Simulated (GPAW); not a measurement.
# How the functional moves the magnetism of free-standing square Mo monolayer, spacing 3.288 A

Two starts of free-standing square Mo monolayer, spacing 3.288 A are run at each set of the functional. What moves?

Program: GPAW 26.7.0. Level of theory: several functionals; plane waves with GPAW's PAW setups, scalar-relativistic. Results are calculated unless marked as measured.

Report form: the programs' logs are mostly left out.

### 1. The starting structure

The cell holds 1 atom: 1 Mo. Cell: a = 3.288 Å, b = 3.288 Å, c = 14.000 Å, α = 90.0°, β = 90.0°, γ = 90.0°. model lattice. Vacuum lies along c.

### 2. Set 1 (LDA), start ferro +

Each set takes another functional on the same cell and mesh.

order1.py

```python
import json
import numpy as np
from ase import Atoms
from ase.parallel import paropen, parprint
from gpaw import GPAW

atoms = Atoms(['Mo'],
    cell=[[3.288, 0.0, 0.0],
         [0.0, 3.288, 0.0],
         [0.0, 0.0, 14.0]],
    scaled_positions=[[0.0, 0.0, 0.5]],
    pbc=True,
    magmoms=[1.0])
atoms.calc = GPAW(mode={'name': 'pw', 'ecut': 600},
    xc='LDA',
    kpts={'size': (8, 8, 1), 'gamma': True},
    occupations={'name': 'fermi-dirac', 'width': 0.05},
    convergence={'density': 1e-05, 'energy': 1e-05},
    maxiter=200,
    symmetry={'tolerance': 1e-4},
    txt='order1.txt')
e = atoms.get_potential_energy(force_consistent=True)
res = {'free_energy': e, 'energy_sigma0': atoms.get_potential_energy(), 'fermi_energy': atoms.calc.get_fermi_level()}
res['moments'] = atoms.get_magnetic_moments().tolist()
res['total'] = atoms.get_magnetic_moment()
parprint('site moments (muB):', np.round(res['moments'], 3))
parprint(f"total moment: {res['total']:.3f} muB")
parprint(f'free energy: {e:.6f} eV')
atoms.calc.write('order1.gpw')
with paropen('results.json', 'w') as f:
    json.dump(res, f)
```

Started as:

```console
> OMP_NUM_THREADS=1 python3 order1.py > order1.log
```

It took 40 s on 1 MPI rank of Intel Xeon Platinum 8488C (Sapphire Rapids), shared host; peak memory 0.24 GiB.

This step gave:

```yaml
magnetization: 3.726 μB
final_state: ferromagnetic
largest_moment: 2.752 μB
```

After 21 cycles the largest moment stands at 2.75 μB.

### 3. Set 1 (LDA), start antiferro q=(0,1/2,0) +-

The second start gives the energy difference between the two end states, the quantity that is followed from set to set. Its q is in fractions of the reciprocal vectors of the first run's cell.

order2.py is the script of step 2 with these lines changed:

```diff
@@ -6,12 +6,13 @@
 
-atoms = Atoms(['Mo'],
+atoms = Atoms(['Mo', 'Mo'],
     cell=[[3.288, 0.0, 0.0],
-         [0.0, 3.288, 0.0],
+         [0.0, 6.576, 0.0],
          [0.0, 0.0, 14.0]],
-    scaled_positions=[[0.0, 0.0, 0.5]],
+    scaled_positions=[[0.0, 0.0, 0.5],
+         [0.0, 0.5, 0.5]],
     pbc=True,
-    magmoms=[1.0])
+    magmoms=[1.0, -1.0])
 atoms.calc = GPAW(mode={'name': 'pw', 'ecut': 600},
     xc='LDA',
-    kpts={'size': (8, 8, 1), 'gamma': True},
+    kpts={'size': (8, 4, 1), 'gamma': True},
     occupations={'name': 'fermi-dirac', 'width': 0.05},
@@ -20,3 +21,3 @@
     symmetry={'tolerance': 1e-4},
-    txt='order1.txt')
+    txt='order2.txt')
 e = atoms.get_potential_energy(force_consistent=True)
@@ -28,3 +29,3 @@
 parprint(f'free energy: {e:.6f} eV')
-atoms.calc.write('order1.gpw')
+atoms.calc.write('order2.gpw')
 with paropen('results.json', 'w') as f:
```

Started as:

```console
> OMP_NUM_THREADS=1 python3 order2.py > order2.log
```

Wall time 2.2 min (1 MPI rank); peak memory 0.41 GiB.

This step gave:

- magnetization: 0 μB
- final state: antiferromagnetic
- largest moment: 3.039 μB

This start lies -261.8 meV a seeded atom from the first; its largest moment is 3.04 μB.

### 4. Set 2 (PBE), start ferro +

order1.py is the script of step 2 with these lines changed:

```diff
@@ -14,3 +14,3 @@
 atoms.calc = GPAW(mode={'name': 'pw', 'ecut': 600},
-    xc='LDA',
+    xc='PBE',
     kpts={'size': (8, 8, 1), 'gamma': True},
```

Started as:

```console
> OMP_NUM_THREADS=1 python3 order1.py > order1.log
```

Run time: 42 s. Hardware: 1 MPI rank; peak memory 0.25 GiB.

Numbers from this step:

```
magnetization  : 3.814 μB
final state    : ferromagnetic
largest moment : 2.850 μB
```

The largest moment moves by +0.10 μB from set 1, at 1.1 times its CPU time.

### 5. Set 2 (PBE), start antiferro q=(0,1/2,0) +-

order2.py is the script of step 3 with these lines changed:

```diff
@@ -15,3 +15,3 @@
 atoms.calc = GPAW(mode={'name': 'pw', 'ecut': 600},
-    xc='LDA',
+    xc='PBE',
     kpts={'size': (8, 4, 1), 'gamma': True},
```

Started as:

```console
> OMP_NUM_THREADS=1 python3 order2.py > order2.log
```

The job ended after 2.5 min (1 MPI rank; peak memory 0.42 GiB).

Read from the output:

| Property | Result |
| --- | --- |
| magnetization | 0 μB |
| final state | antiferromagnetic |
| largest moment | 3.423 μB |

This start lies -347.7 meV a seeded atom from the first, a change of -85.9 meV since set 1; its largest moment is 3.42 μB.

### 6. Set 3 (revPBE), start ferro +

order1.py is the script of step 4 with these lines changed:

```diff
@@ -14,3 +14,3 @@
 atoms.calc = GPAW(mode={'name': 'pw', 'ecut': 600},
-    xc='PBE',
+    xc='revPBE',
     kpts={'size': (8, 8, 1), 'gamma': True},
```

Started as:

```console
> OMP_NUM_THREADS=1 python3 order1.py > order1.log
```

The job ended after 40 s (1 MPI rank; peak memory 0.25 GiB).

Read from the output:

| Item | Value |
| --- | --- |
| magnetization | 4.165 μB |
| final state | ferromagnetic |
| largest moment | 3.112 μB |

The largest moment moves by +0.26 μB from set 2, at 0.95 times its CPU time.

### 7. Set 3 (revPBE), start antiferro q=(0,1/2,0) +-

order2.py is the script of step 5 with these lines changed:

```diff
@@ -15,3 +15,3 @@
 atoms.calc = GPAW(mode={'name': 'pw', 'ecut': 600},
-    xc='PBE',
+    xc='revPBE',
     kpts={'size': (8, 4, 1), 'gamma': True},
```

Started as:

```console
> OMP_NUM_THREADS=1 python3 order2.py > order2.log
```

Run time: 2.2 min. Hardware: 1 MPI rank; peak memory 0.43 GiB.

Read from the output:

```yaml
magnetization: 0 μB
final_state: antiferromagnetic
largest_moment: 3.504 μB
```

This start lies -386.3 meV a seeded atom from the first, a change of -38.6 meV since set 2; its largest moment is 3.50 μB.

### 8. Set 4 (RPBE), start ferro +

order1.py is the script of step 6 with these lines changed:

```diff
@@ -14,3 +14,3 @@
 atoms.calc = GPAW(mode={'name': 'pw', 'ecut': 600},
-    xc='revPBE',
+    xc='RPBE',
     kpts={'size': (8, 8, 1), 'gamma': True},
```

Started as:

```console
> OMP_NUM_THREADS=1 python3 order1.py > order1.log
```

The job ended after 41 s (1 MPI rank; peak memory 0.25 GiB).

This step gave:

| Property | Result |
| --- | --- |
| magnetization | 4.217 μB |
| final state | ferromagnetic |
| largest moment | 3.162 μB |

The largest moment moves by +0.05 μB from set 3, at 1.0 times its CPU time.

### 9. Set 4 (RPBE), start antiferro q=(0,1/2,0) +-

order2.py is the script of step 7 with these lines changed:

```diff
@@ -15,3 +15,3 @@
 atoms.calc = GPAW(mode={'name': 'pw', 'ecut': 600},
-    xc='revPBE',
+    xc='RPBE',
     kpts={'size': (8, 4, 1), 'gamma': True},
```

Started as:

```console
> OMP_NUM_THREADS=1 python3 order2.py > order2.log
```

Run time: 2.2 min. Hardware: 1 MPI rank; peak memory 0.43 GiB.

Numbers from this step:

* magnetization: 0 μB
* final state: antiferromagnetic
* largest moment: 3.511 μB

This start lies -393.5 meV a seeded atom from the first, a change of -7.1 meV since set 3; its largest moment is 3.51 μB.

### 10. Set 5 (TPSS), start ferro +

order1.py is the script of step 8 with these lines changed:

```diff
@@ -14,3 +14,3 @@
 atoms.calc = GPAW(mode={'name': 'pw', 'ecut': 600},
-    xc='RPBE',
+    xc='TPSS',
     kpts={'size': (8, 8, 1), 'gamma': True},
@@ -19,2 +19,3 @@
     maxiter=200,
+    eigensolver='davidson',
     symmetry={'tolerance': 1e-4},
```

Started as:

```console
> OMP_NUM_THREADS=1 python3 order1.py > order1.log
```

It took 8 s on 1 MPI rank; peak memory 0.31 GiB.

The input was rejected at the start.

### 11. Set 5 (TPSS), start antiferro q=(0,1/2,0) +-

order2.py is the script of step 9 with these lines changed:

```diff
@@ -15,3 +15,3 @@
 atoms.calc = GPAW(mode={'name': 'pw', 'ecut': 600},
-    xc='RPBE',
+    xc='TPSS',
     kpts={'size': (8, 4, 1), 'gamma': True},
@@ -20,2 +20,3 @@
     maxiter=200,
+    eigensolver='davidson',
     symmetry={'tolerance': 1e-4},
```

Started as:

```console
> OMP_NUM_THREADS=1 python3 order2.py > order2.log
```

Wall time 19 s (1 MPI rank); peak memory 0.47 GiB.

The program refused the input before any cycle.

### 12. A faulty input

An input with a fault is tried, to see how the program answers.

run.py

```python
import json
import numpy as np
from ase import Atoms
from ase.parallel import paropen, parprint
from gpaw import GPAW

atoms = Atoms(['Mo'],
    cell=[[3.288, 0.0, 0.0],
         [0.0, 3.288, 0.0],
         [0.0, 0.0, 14.0]],
    scaled_positions=[[0.0, 0.0, 0.5]],
    pbc=True,
    magmoms=[1.0])
atoms.calc = GPAW(mode={'name': 'pw', 'ecut': 600},
    xc='LDA',
    kpts={'size': (8, 8, 1), 'gamma': True},
    occupations={'name': 'fermi-dirac', 'width': 0.05},
    convergence={'density': 1e-05, 'energy': 1e-05},
    maxiter=4,
    symmetry={'tolerance': 1e-4},
    txt='run.txt')
e = atoms.get_potential_energy(force_consistent=True)
res = {'free_energy': e, 'energy_sigma0': atoms.get_potential_energy(), 'fermi_energy': atoms.calc.get_fermi_level()}
res['moments'] = atoms.get_magnetic_moments().tolist()
res['total'] = atoms.get_magnetic_moment()
parprint('site moments (muB):', np.round(res['moments'], 3))
parprint(f"total moment: {res['total']:.3f} muB")
parprint(f'free energy: {e:.6f} eV')
atoms.calc.write('run.gpw')
with paropen('results.json', 'w') as f:
    json.dump(res, f)
```

Started as:

```console
> OMP_NUM_THREADS=1 python3 run.py > run.log
```

Run time: 10 s. Hardware: 1 MPI rank; peak memory 0.23 GiB.

The run stopped without converging, so none of its numbers is a property of the system.

The fault put into the input: too few SCF iterations.

The limit on cycles came before convergence; raising it mends this.

### 13. Side by side

List, by row:

```tsv
set	functional	state from the first start	state from the second start	second less first (meV a seeded atom)	moment, first (μB)	moment, second (μB)	CPU time (s)
1	LDA	ferromagnetic	antiferromagnetic	-261.8	2.752	3.039	174
2	PBE	ferromagnetic	antiferromagnetic	-347.7	2.85	3.423	192.9
3	revPBE	ferromagnetic	antiferromagnetic	-386.3	3.112	3.504	174.7
4	RPBE	ferromagnetic	antiferromagnetic	-393.5	3.162	3.511	175.3
```

### 14. Outcome

```json
{
  "range of the moment in the table, second start": "3.04 to 3.51 μB",
  "range of CPU time": "2.9 min to 3.2 min",
  "range of the energy difference": "-393 to -262 meV a seeded atom"
}
```

In words: For the second start the functionals give moments from 3.04 to 3.51 μB and energy differences from -393 to -262 meV a seeded atom, a spread that no finer setting would remove; all use the same cell, so differences in their own lattice constants don't enter. The second start ends lower on every set of the table. Set 5 gave no pair of finished runs and is missing from the table.

[Logs and program files are shortened in this print: banners, set-up blocks, solver, clock and traceback lines can be left out without a mark of their own.]

[Logs are printed without paths, hosts, clocks, repeated set-up lines and the standing remarks that a program may print on its own settings, such as how far it seeks lower states.]

[Hosts, paths, dates, database ids (printed as entryN), source tags and the programs' standing remarks are cut or masked in the printed files.]

[Where a cell is said to come from a database of computed structures, the database is the Materials Project.]
